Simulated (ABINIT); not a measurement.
# AlSn3 (Pm-3m): from the cell to the phonon bands, part 3 of 4

How does AlSn3 (Pm-3m) vibrate, and is this structure a minimum?

ABINIT 10.8.3; DFT LDA, scalar-relativistic, plane waves, HGH norm-conserving pseudopotentials.

So far. Step 4 (Relaxing the cell and atoms): The volume changes by +0.9 % in this run and stands -1.8 % from the first cell. Step 6 (Linear response at Γ): The acoustic modes at Γ come out as far as 0.2 cm⁻¹ from zero, where they should vanish, a small numerical error. The lowest optical mode is imaginary, 63i cm⁻¹, an instability at this level and on this k mesh. The relaxed cell has a = 4.559 Å (conventional setting).

The structure was built from a prototype and need not be the compound's stable phase.

**7. Modes with the sum rule**

anaddb reads the merged derivatives and imposes the acoustic sum rule.

File anaddb.abi:

```
ddb_filepath "gamma_DDB"
output_file "anaddb.abo"
outdata_prefix "anaddb"
asr 1
chneut 1
enunit 2
eivec 1
nph1l 1
qph1l 0.0 0.0 0.0 1.0
```

File mrgddb.in:

```
gamma_DDB
merged
2
dfpt_gammao_DDB
gso_DDB
```

Launch:

```
$ mrgddb < mrgddb.in > mrgddb.log
$ OMP_NUM_THREADS=1 anaddb anaddb.abi > anaddb.log
```

Numbers of over 12 decimals in the logs are rounded to 6 here.

anaddb.abo, the main output file:

```text
-outvars_anaddb: echo values of input variables ----------------------

 Miscellaneous information :
      enunit         2
       eivec         1
         asr         1
 First list of wavevector (reduced coord.) :
       nph1l         1
       qph1l
                     0.00000000E+00  0.00000000E+00  0.00000000E+00    1.000E+00

================================================================================

 read the DDB information and perform some checks

  ==== Info on the Cryst% object ====
 Real(R)+Recip(G) space primitive vectors, cartesian coordinates (Bohr,Bohr^-1):
 R(1)=  8.6158936  0.0000000  0.0000000  G(1)=  0.1160646  0.0000000  0.0000000
 R(2)=  0.0000000  8.6158936  0.0000000  G(2)=  0.0000000  0.1160646  0.0000000
 R(3)=  0.0000000  0.0000000  8.6158936  G(3)=  0.0000000  0.0000000  0.1160646
 Unit cell volume ucvol=  6.3958899E+02 bohr^3
 Angles (23,13,12)=  9.00000000E+01  9.00000000E+01  9.00000000E+01 degrees
 Time-reversal symmetry is present
 Reduced atomic positions [iatom, xred, symbol]:
    1)    0.0000000  0.0000000  0.0000000  Al
    2)    0.0000000  0.5000000  0.5000000  Sn
    3)    0.5000000  0.0000000  0.5000000  Sn
    4)    0.5000000  0.5000000  0.0000000  Sn

 DDB file with 3 blocks has been read.

================================================================================

 Treat the first list of vectors

  Phonon wavevector (reduced coordinates) :  0.00000  0.00000  0.00000
 Phonon energies in Hartree :
  -2.877803E-04 -2.877803E-04 -2.877803E-04  0.000000E+00  0.000000E+00
   0.000000E+00  1.919297E-04  1.919297E-04  1.919297E-04  6.177713E-04
   6.177713E-04  6.177713E-04
 Phonon energies in meV     :
- -7.830902E+00 -7.830902E+00 -7.830902E+00  0.000000E+00  0.000000E+00
-  0.000000E+00  5.222673E+00  5.222673E+00  5.222673E+00  1.681041E+01
-  1.681041E+01  1.681041E+01
 Phonon frequencies in cm-1    :
- -6.316048E+01 -6.316048E+01 -6.316048E+01  0.000000E+00  0.000000E+00
-  0.000000E+00  4.212370E+01  4.212370E+01  4.212370E+01  1.355851E+02
-  1.355851E+02  1.355851E+02
 Phonon frequencies in Thz     :
- -1.893504E+00 -1.893504E+00 -1.893504E+00  0.000000E+00  0.000000E+00
-  0.000000E+00  1.262837E+00  1.262837E+00  1.262837E+00  4.064740E+00
-  4.064740E+00  4.064740E+00
 Phonon energies in Kelvin  :
- -9.087384E+01 -9.087384E+01 -9.087384E+01  0.000000E+00  0.000000E+00
-  0.000000E+00  6.060660E+01  6.060660E+01  6.060660E+01  1.950768E+02
-  1.950768E+02  1.950768E+02

 Eigendisplacements
 (will be given, for each mode : in cartesian coordinates
   for each atom the real part of the displacement vector,
   then the imaginary part of the displacement vector - absolute values smaller than 1.0d-7 are set to zero)
  Mode number    1   Energy   -2.877803E-04
 Attention : low frequency mode.
   (Could be unstable or acoustic mode)
-  1  0.00000000E+00  0.00000000E+00  0.00000000E+00
-     0.00000000E+00  0.00000000E+00  0.00000000E+00
-  2  0.00000000E+00  0.00000000E+00 -1.52006199E-03
-     0.00000000E+00  0.00000000E+00  0.00000000E+00
-  3  0.00000000E+00  0.00000000E+00  1.52006199E-03
-     0.00000000E+00  0.00000000E+00  0.00000000E+00
-  4  0.00000000E+00  0.00000000E+00  0.00000000E+00
-     0.00000000E+00  0.00000000E+00  0.00000000E+00
  Mode number    2   Energy   -2.877803E-04
 Attention : low frequency mode.
   (Could be unstable or acoustic mode)
-  1  0.00000000E+00  0.00000000E+00  0.00000000E+00
-     0.00000000E+00  0.00000000E+00  0.00000000E+00
-  2  0.00000000E+00  1.52006199E-03  0.00000000E+00
-     0.00000000E+00  0.00000000E+00  0.00000000E+00
-  3  0.00000000E+00  0.00000000E+00  0.00000000E+00
-     0.00000000E+00  0.00000000E+00  0.00000000E+00
-  4  0.00000000E+00 -1.52006199E-03  0.00000000E+00
-     0.00000000E+00  0.00000000E+00  0.00000000E+00
  Mode number    3   Energy   -2.877803E-04
 Attention : low frequency mode.
   (Could be unstable or acoustic mode)
-  1  0.00000000E+00  0.00000000E+00  0.00000000E+00
-     0.00000000E+00  0.00000000E+00  0.00000000E+00
-  2  0.00000000E+00  0.00000000E+00  0.00000000E+00
-     0.00000000E+00  0.00000000E+00  0.00000000E+00
-  3 -1.52006199E-03  0.00000000E+00  0.00000000E+00
-     0.00000000E+00  0.00000000E+00  0.00000000E+00
-  4  1.52006199E-03  0.00000000E+00  0.00000000E+00
-     0.00000000E+00  0.00000000E+00  0.00000000E+00
  Mode number    4   Energy    0.000000E+00
 Attention : low frequency mode.
   (Could be unstable or acoustic mode)
-  1  0.00000000E+00  0.00000000E+00 -1.19662218E-03
-     0.00000000E+00  0.00000000E+00  0.00000000E+00
-  2  0.00000000E+00  0.00000000E+00 -1.19662287E-03
-     0.00000000E+00  0.00000000E+00  0.00000000E+00
-  3  0.00000000E+00  0.00000000E+00 -1.19662287E-03
-     0.00000000E+00  0.00000000E+00  0.00000000E+00
-  4  0.00000000E+00  0.00000000E+00 -1.19662333E-03
-     0.00000000E+00  0.00000000E+00  0.00000000E+00
  Mode number    5   Energy    0.000000E+00
 Attention : low frequency mode.
   (Could be unstable or acoustic mode)
-  1  0.00000000E+00  1.19662218E-03  0.00000000E+00
-     0.00000000E+00  0.00000000E+00  0.00000000E+00
-  2  0.00000000E+00  1.19662287E-03  0.00000000E+00
-     0.00000000E+00  0.00000000E+00  0.00000000E+00
-  3  0.00000000E+00  1.19662333E-03  0.00000000E+00
-     0.00000000E+00  0.00000000E+00  0.00000000E+00
-  4  0.00000000E+00  1.19662287E-03  0.00000000E+00
-     0.00000000E+00  0.00000000E+00  0.00000000E+00
  Mode number    6   Energy    0.000000E+00
 Attention : low frequency mode.
   (Could be unstable or acoustic mode)
-  1  1.19662218E-03  0.00000000E+00  0.00000000E+00
-     0.00000000E+00  0.00000000E+00  0.00000000E+00
-  2  1.19662333E-03  0.00000000E+00  0.00000000E+00
-     0.00000000E+00  0.00000000E+00  0.00000000E+00
-  3  1.19662287E-03  0.00000000E+00  0.00000000E+00
-     0.00000000E+00  0.00000000E+00  0.00000000E+00
-  4  1.19662287E-03  0.00000000E+00  0.00000000E+00
-     0.00000000E+00  0.00000000E+00  0.00000000E+00
  Mode number    7   Energy    1.919297E-04
-  1  0.00000000E+00  0.00000000E+00  2.93219815E-03
-     0.00000000E+00  0.00000000E+00  0.00000000E+00
-  2  0.00000000E+00  0.00000000E+00  4.25784835E-04
-     0.00000000E+00  0.00000000E+00  0.00000000E+00
-  3  0.00000000E+00  0.00000000E+00  4.25784835E-04
-     0.00000000E+00  0.00000000E+00  0.00000000E+00
-  4  0.00000000E+00  0.00000000E+00 -1.51802661E-03
-     0.00000000E+00  0.00000000E+00  0.00000000E+00
  Mode number    8   Energy    1.919297E-04
-  1  0.00000000E+00 -2.93219815E-03  0.00000000E+00
-     0.00000000E+00  0.00000000E+00  0.00000000E+00
-  2  0.00000000E+00 -4.25784835E-04  0.00000000E+00
-     0.00000000E+00  0.00000000E+00  0.00000000E+00
-  3  0.00000000E+00  1.51802661E-03  0.00000000E+00
-     0.00000000E+00  0.00000000E+00  0.00000000E+00
-  4  0.00000000E+00 -4.25784835E-04  0.00000000E+00
-     0.00000000E+00  0.00000000E+00  0.00000000E+00
  Mode number    9   Energy    1.919297E-04
-  1  2.93219815E-03  0.00000000E+00  0.00000000E+00
-     0.00000000E+00  0.00000000E+00  0.00000000E+00
-  2 -1.51802661E-03  0.00000000E+00  0.00000000E+00
-     0.00000000E+00  0.00000000E+00  0.00000000E+00
-  3  4.25784835E-04  0.00000000E+00  0.00000000E+00
-     0.00000000E+00  0.00000000E+00  0.00000000E+00
-  4  4.25784835E-04  0.00000000E+00  0.00000000E+00
-     0.00000000E+00  0.00000000E+00  0.00000000E+00
  Mode number   10   Energy    6.177713E-04
-  1  0.00000000E+00  0.00000000E+00  3.20967060E-03
-     0.00000000E+00  0.00000000E+00  0.00000000E+00
-  2  0.00000000E+00  0.00000000E+00 -8.35098460E-04
-     0.00000000E+00  0.00000000E+00  0.00000000E+00
-  3  0.00000000E+00  0.00000000E+00 -8.35098460E-04
-     0.00000000E+00  0.00000000E+00  0.00000000E+00
-  4  0.00000000E+00  0.00000000E+00  9.40672475E-04
-     0.00000000E+00  0.00000000E+00  0.00000000E+00
  Mode number   11   Energy    6.177713E-04
-  1  0.00000000E+00 -3.20967060E-03  0.00000000E+00
-     0.00000000E+00  0.00000000E+00  0.00000000E+00
-  2  0.00000000E+00  8.35098460E-04  0.00000000E+00
-     0.00000000E+00  0.00000000E+00  0.00000000E+00
-  3  0.00000000E+00 -9.40672475E-04  0.00000000E+00
-     0.00000000E+00  0.00000000E+00  0.00000000E+00
-  4  0.00000000E+00  8.35098460E-04  0.00000000E+00
-     0.00000000E+00  0.00000000E+00  0.00000000E+00
  Mode number   12   Energy    6.177713E-04
-  1  3.20967060E-03  0.00000000E+00  0.00000000E+00
-     0.00000000E+00  0.00000000E+00  0.00000000E+00
-  2  9.40672475E-04  0.00000000E+00  0.00000000E+00
-     0.00000000E+00  0.00000000E+00  0.00000000E+00
-  3 -8.35098460E-04  0.00000000E+00  0.00000000E+00
-     0.00000000E+00  0.00000000E+00  0.00000000E+00
-  4 -8.35098460E-04  0.00000000E+00  0.00000000E+00
-     0.00000000E+00  0.00000000E+00  0.00000000E+00

 Analysis of degeneracies and characters (maximum tolerance=1.00E-06 a.u.)
 For each vibration mode, or group of modes if degenerate,
 the characters are given for each symmetry operation (see the list in the log file).
 Symmetry characters of vibration mode #   1
       degenerate with vibration modes #   2 to    3
  3.0 -3.0 -1.0  1.0 -1.0  1.0 -1.0  1.0 -1.0  1.0  1.0 -1.0 -1.0  1.0  1.0 -1.0
  0.0 -0.0 -0.0  0.0 -0.0  0.0 -0.0  0.0 -1.0  1.0  1.0 -1.0  1.0 -1.0 -1.0  1.0
  0.0 -0.0 -0.0  0.0 -0.0  0.0 -0.0  0.0 -1.0  1.0 -1.0  1.0  1.0 -1.0  1.0 -1.0
 Symmetry characters of vibration mode #   4
       degenerate with vibration modes #   5 to    6
  3.0 -3.0 -1.0  1.0 -1.0  1.0 -1.0  1.0  1.0 -1.0 -1.0  1.0  1.0 -1.0 -1.0  1.0
  0.0 -0.0 -0.0  0.0 -0.0  0.0  0.0 -0.0  1.0 -1.0 -1.0  1.0 -1.0  1.0  1.0 -1.0
  0.0 -0.0 -0.0  0.0  0.0 -0.0 -0.0  0.0  1.0 -1.0  1.0 -1.0 -1.0  1.0 -1.0  1.0
 Symmetry characters of vibration mode #   7
       degenerate with vibration modes #   8 to    9
  3.0 -3.0 -1.0  1.0 -1.0  1.0 -1.0  1.0  1.0 -1.0 -1.0  1.0  1.0 -1.0 -1.0  1.0
 -0.0  0.0  0.0 -0.0 -0.0  0.0  0.0 -0.0  1.0 -1.0 -1.0  1.0 -1.0  1.0  1.0 -1.0
 -0.0  0.0 -0.0  0.0  0.0 -0.0  0.0 -0.0  1.0 -1.0  1.0 -1.0 -1.0  1.0 -1.0  1.0
 Symmetry characters of vibration mode #  10
       degenerate with vibration modes #  11 to   12
  3.0 -3.0 -1.0  1.0 -1.0  1.0 -1.0  1.0  1.0 -1.0 -1.0  1.0  1.0 -1.0 -1.0  1.0
  0.0 -0.0 -0.0  0.0 -0.0  0.0 -0.0  0.0  1.0 -1.0 -1.0  1.0 -1.0  1.0  1.0 -1.0
  0.0 -0.0 -0.0  0.0 -0.0  0.0 -0.0  0.0  1.0 -1.0  1.0 -1.0 -1.0  1.0 -1.0  1.0
-
```

The job ended after 0.56 s (1 thread of Arm Neoverse N1, shared host).

No LO-TO term; unit eigenvectors of the mass-weighted matrix, from anaddb's displacements. Modes at Γ, with each element's share of the kinetic energy (negative means imaginary):

```csv
mode,frequency (cm⁻¹),symmetry,Al %,Sn %
1,-63.2,T2u,0,100
2,-63.2,T2u,0,100
3,-63.2,T2u,0,100
4,0.0,acoustic,7,93
5,0.0,acoustic,7,93
6,0.0,acoustic,7,93
7,42.1,T1u,42,58
8,42.1,T1u,42,58
9,42.1,T1u,42,58
10,135.6,T1u,51,49
11,135.6,T1u,51,49
12,135.6,T1u,51,49
```

Displacements in mode 1 (-63.2 cm⁻¹), the largest set to 1:
```
Al1  0.00  0.00  0.00
Sn2  0.00  0.00 -1.00
Sn3  0.00  0.00  1.00
Sn4  0.00  0.00  0.00
```

Displacements in mode 10 (135.6 cm⁻¹), the largest set to 1:
```
Al1  0.00  0.00  1.00
Sn2  0.00  0.00 -0.26
Sn3  0.00  0.00 -0.26
Sn4  0.00  0.00  0.29
```

The rule moves no optical mode by more than 0.1 cm⁻¹.

**8. Phonons on a q mesh**

Linear response treats each wavevector in the unit cell, with no supercell; the 2×2×2 mesh fixes the range of the force constants to be had.

File dfpt_q.abi:

```
ndtset 3

# wavevectors
qpt1 0.5 0.0 0.0
qpt2 0.5 0.5 0.0
qpt3 0.5 0.5 0.5

# displacements
getwfk_filepath "gso_WFK"
getwfq_filepath "gso_WFK"
kptopt 3
nqpt 1
rfphon 1
rfatpol 1 4
rfdir 1 1 1
tolvrs 1.0d-10
prtwf 0

# basis, mesh and filling
ecut 20.0
ixc 7
ngkpt 6 6 6
nshiftk 1
shiftk 0.0 0.0 0.0
istwfk *1
occopt 7
tsmear 0.01
nband 14
nstep 100
diemac 1000000.0
prtebands 0
prtgsr 0
useylm 1

# cell and atoms
acell 3*1.0 Angstrom
rprim 
    4.559334533 0.0 0.0
    0.0 4.559334533 0.0
    0.0 0.0 4.559334533
ntypat 2
znucl 13 50
natom 4
typat 1 2 2 2
xred 
    0.0 0.0 0.0
    0.0 0.5 0.5
    0.5 0.0 0.5
    0.5 0.5 0.0
pp_dirpath "./pseudo"
pseudos "Al.hgh, Sn.hgh"
```

Launch:

```
$ OMP_NUM_THREADS=1 mpirun -n 4 abinit dfpt_q.abi > dfpt_q.log
```

dfpt_q.abo, the main output file:

```text
[banners, grids, parts of the stress and lines that vanish by symmetry left out]
- input  file    -> dfpt_q.abi
- output file    -> dfpt_q.abo
- root for input  files -> dfpt_qi
[...]
DATASET    1 : space group Pm -3 m (#221); Bravais cP (primitive cubic)
[...]
nfft =       46656          nkpt =         216
[...]
DATASET    2 : space group Pm -3 m (#221); Bravais cP (primitive cubic)
[...]
nfft =       46656          nkpt =         216
[...]
DATASET    3 : space group Pm -3 m (#221); Bravais cP (primitive cubic)
[...]
nfft =       46656          nkpt =         216
[...]
== DATASET  1 ==================================================================
[...]
cutoff_energies: {ecut:  20.0, pawecutdg:  -1.0, }
[...]
Exchange-correlation functional for the present dataset will be:
  LDA: Perdew-Wang 92 LSD fit to Ceperley-Alder data - ixc=7
[...]
Perturbation : displacement of atom   1   along direction   1
[...]
-ETOT  1   1317.0013000495      1.260E+03 1.888E+00 9.679E+06
 ETOT  2   67.646343084709     -1.249E+03 3.591E+00 4.871E+05
 ETOT  3  0.874955     -6.677E+01 1.074E-01 3.447E+02
 ETOT  4  0.821366     -5.359E-02 7.929E-03 2.629E+00
 ETOT  5  0.820894     -4.717E-04 1.470E-04 3.643E-03
[...]
At SCF step   10       vres2   =  1.33E-12 < tolvrs=  1.00E-10 =>converged.
[...]
Perturbation : displacement of atom   1   along direction   2
[...]
-ETOT  1   15.480020560646     -2.620E+01 3.461E+00 2.808E+04
[...]
At SCF step    9       vres2   =  1.36E-12 < tolvrs=  1.00E-10 =>converged.
[...]
Perturbation : displacement of atom   2   along direction   1
[...]
-ETOT  1   2262.4496372923      2.145E+03 5.261E+00 1.668E+07
[...]
At SCF step   10       vres2   =  4.26E-12 < tolvrs=  1.00E-10 =>converged.
[...]
Perturbation : displacement of atom   2   along direction   2
[...]
-ETOT  1   24.755015103548     -6.432E+01 1.705E+00 4.721E+04
[...]
At SCF step    9       vres2   =  1.13E-12 < tolvrs=  1.00E-10 =>converged.
[...]
Perturbation : displacement of atom   3   along direction   1
[...]
-ETOT  1   2172.3952029234      2.056E+03 4.695E+01 1.602E+07
[...]
Perturbation : displacement of atom   3   along direction   2
[...]
-ETOT  1   24.272486655858     -6.586E+01 6.715E+00 4.492E+04
[...]
Perturbation : displacement of atom   3   along direction   3
[...]
-ETOT  1   22.586008983467     -6.649E+01 1.474E+00 4.474E+04
[...]
Phonon wavevector (reduced coordinates) :  0.50000  0.00000  0.00000
 Phonon energies in Hartree :
[...]
Phonon frequencies in cm-1    :
-  1.717348E+01  1.717348E+01  4.475696E+01  4.475696E+01  5.222818E+01
-  7.171942E+01  8.236844E+01  8.236844E+01  8.644810E+01  9.223171E+01
-  9.223171E+01  1.063619E+02
[...]
== DATASET  2 ==================================================================
[...]
cutoff_energies: {ecut:  20.0, pawecutdg:  -1.0, }
[...]
Exchange-correlation functional for the present dataset will be:
  LDA: Perdew-Wang 92 LSD fit to Ceperley-Alder data - ixc=7
[...]
Perturbation : displacement of atom   1   along direction   1
[...]
-ETOT  1   216.23083644060      1.667E+02 2.155E+00 8.479E+05
[...]
Perturbation : displacement of atom   1   along direction   3
[...]
-ETOT  1   11.280696427629     -2.987E+01 3.085E+00 1.778E+04
[...]
Perturbation : displacement of atom   2   along direction   1
[...]
-ETOT  1   351.43940761550      2.473E+02 3.419E+00 1.391E+06
[...]
Perturbation : displacement of atom   2   along direction   2
[...]
-ETOT  1   377.97274876765      2.749E+02 6.010E+00 1.483E+06
[...]
Perturbation : displacement of atom   2   along direction   3
[...]
-ETOT  1   16.031406235640     -7.210E+01 1.329E+00 2.729E+04
[...]
Perturbation : displacement of atom   4   along direction   1
[...]
-ETOT  1   374.84188928514      2.718E+02 6.519E+01 1.477E+06
[...]
Perturbation : displacement of atom   4   along direction   3
[...]
-ETOT  1   17.720567167892     -7.147E+01 1.002E+00 2.770E+04
[...]
Phonon wavevector (reduced coordinates) :  0.50000  0.50000  0.00000
 Phonon energies in Hartree :
[...]
Phonon frequencies in cm-1    :
- -3.368151E+01  4.021999E+01  4.021999E+01  5.103688E+01  6.108098E+01
-  6.108098E+01  7.205362E+01  8.962800E+01  9.651000E+01  1.025676E+02
-  1.025676E+02  1.027691E+02
[...]
== DATASET  3 ==================================================================
[...]
cutoff_energies: {ecut:  20.0, pawecutdg:  -1.0, }
[...]
Exchange-correlation functional for the present dataset will be:
  LDA: Perdew-Wang 92 LSD fit to Ceperley-Alder data - ixc=7
[...]
Perturbation : displacement of atom   1   along direction   1
[...]
-ETOT  1   64.299064657673      1.756E+01 2.720E+00 1.826E+05
[...]
Perturbation : displacement of atom   2   along direction   1
[...]
-ETOT  1   102.49817925953      3.367E+00 1.099E+00 2.959E+05
[...]
At SCF step    8       vres2   =  3.47E-11 < tolvrs=  1.00E-10 =>converged.
[...]
Perturbation : displacement of atom   2   along direction   2
[...]
-ETOT  1   109.39477850783      1.132E+01 1.245E+00 3.151E+05
[...]
ETOT  8   1.333565     -1.883E-11 2.395E-04 2.227E-10
 ETOT  9   1.333565     -7.390E-13 9.664E-05 1.257E-12
 At SCF step    9       vres2   =  1.26E-12 < tolvrs=  1.00E-10 =>converged.
[...]
Phonon wavevector (reduced coordinates) :  0.50000  0.50000  0.50000
 Phonon energies in Hartree :
[...]
Phonon frequencies in cm-1    :
- -3.997492E+01 -3.997492E+01 -3.997492E+01  4.766857E+01  4.766857E+01
-  5.144051E+01  5.144051E+01  5.144051E+01  1.401351E+02  1.401351E+02
-  1.401351E+02  1.410640E+02
[...]
strten2     0.0000000000E+00  0.0000000000E+00  0.0000000000E+00
           strten3     0.0000000000E+00  0.0000000000E+00  0.0000000000E+00
================================================================================
```

The job ended after 15 min (4 MPI ranks).

Numbers from this step:

```yaml
lowest_mode_on_the_q_mesh_acoustic_ones_at_the_zone_centre_apart: -63.16 cm⁻¹
```

Frequencies (cm⁻¹) before the sum rule at the irreducible wavevectors but Γ, which is solved apart; negative means imaginary. Frequencies by wavevector:

```
q (fractions)  star  mode 1  mode 2  mode 3  mode 4  mode 10  mode 11  mode 12
      0.5 0 0     3   17.17   17.17   44.76   44.76    92.23    92.23    106.4
    0.5 0.5 0     3  -33.68   40.22   40.22   51.04    102.6    102.6    102.8
  0.5 0.5 0.5     1  -39.97  -39.97  -39.97   47.67    140.1    140.1    141.1
```

(Continued in part 4 of 4.)

[Host names and launcher messages were left out of these logs when they were recorded.]

[Logs are printed without paths, hosts, clocks, repeated set-up lines and the standing remarks that a program may print on its own settings, such as how far it seeks lower states.]

[Hosts, paths, dates, database ids (printed as entryN), source tags and the programs' standing remarks are cut or masked in the printed files.]
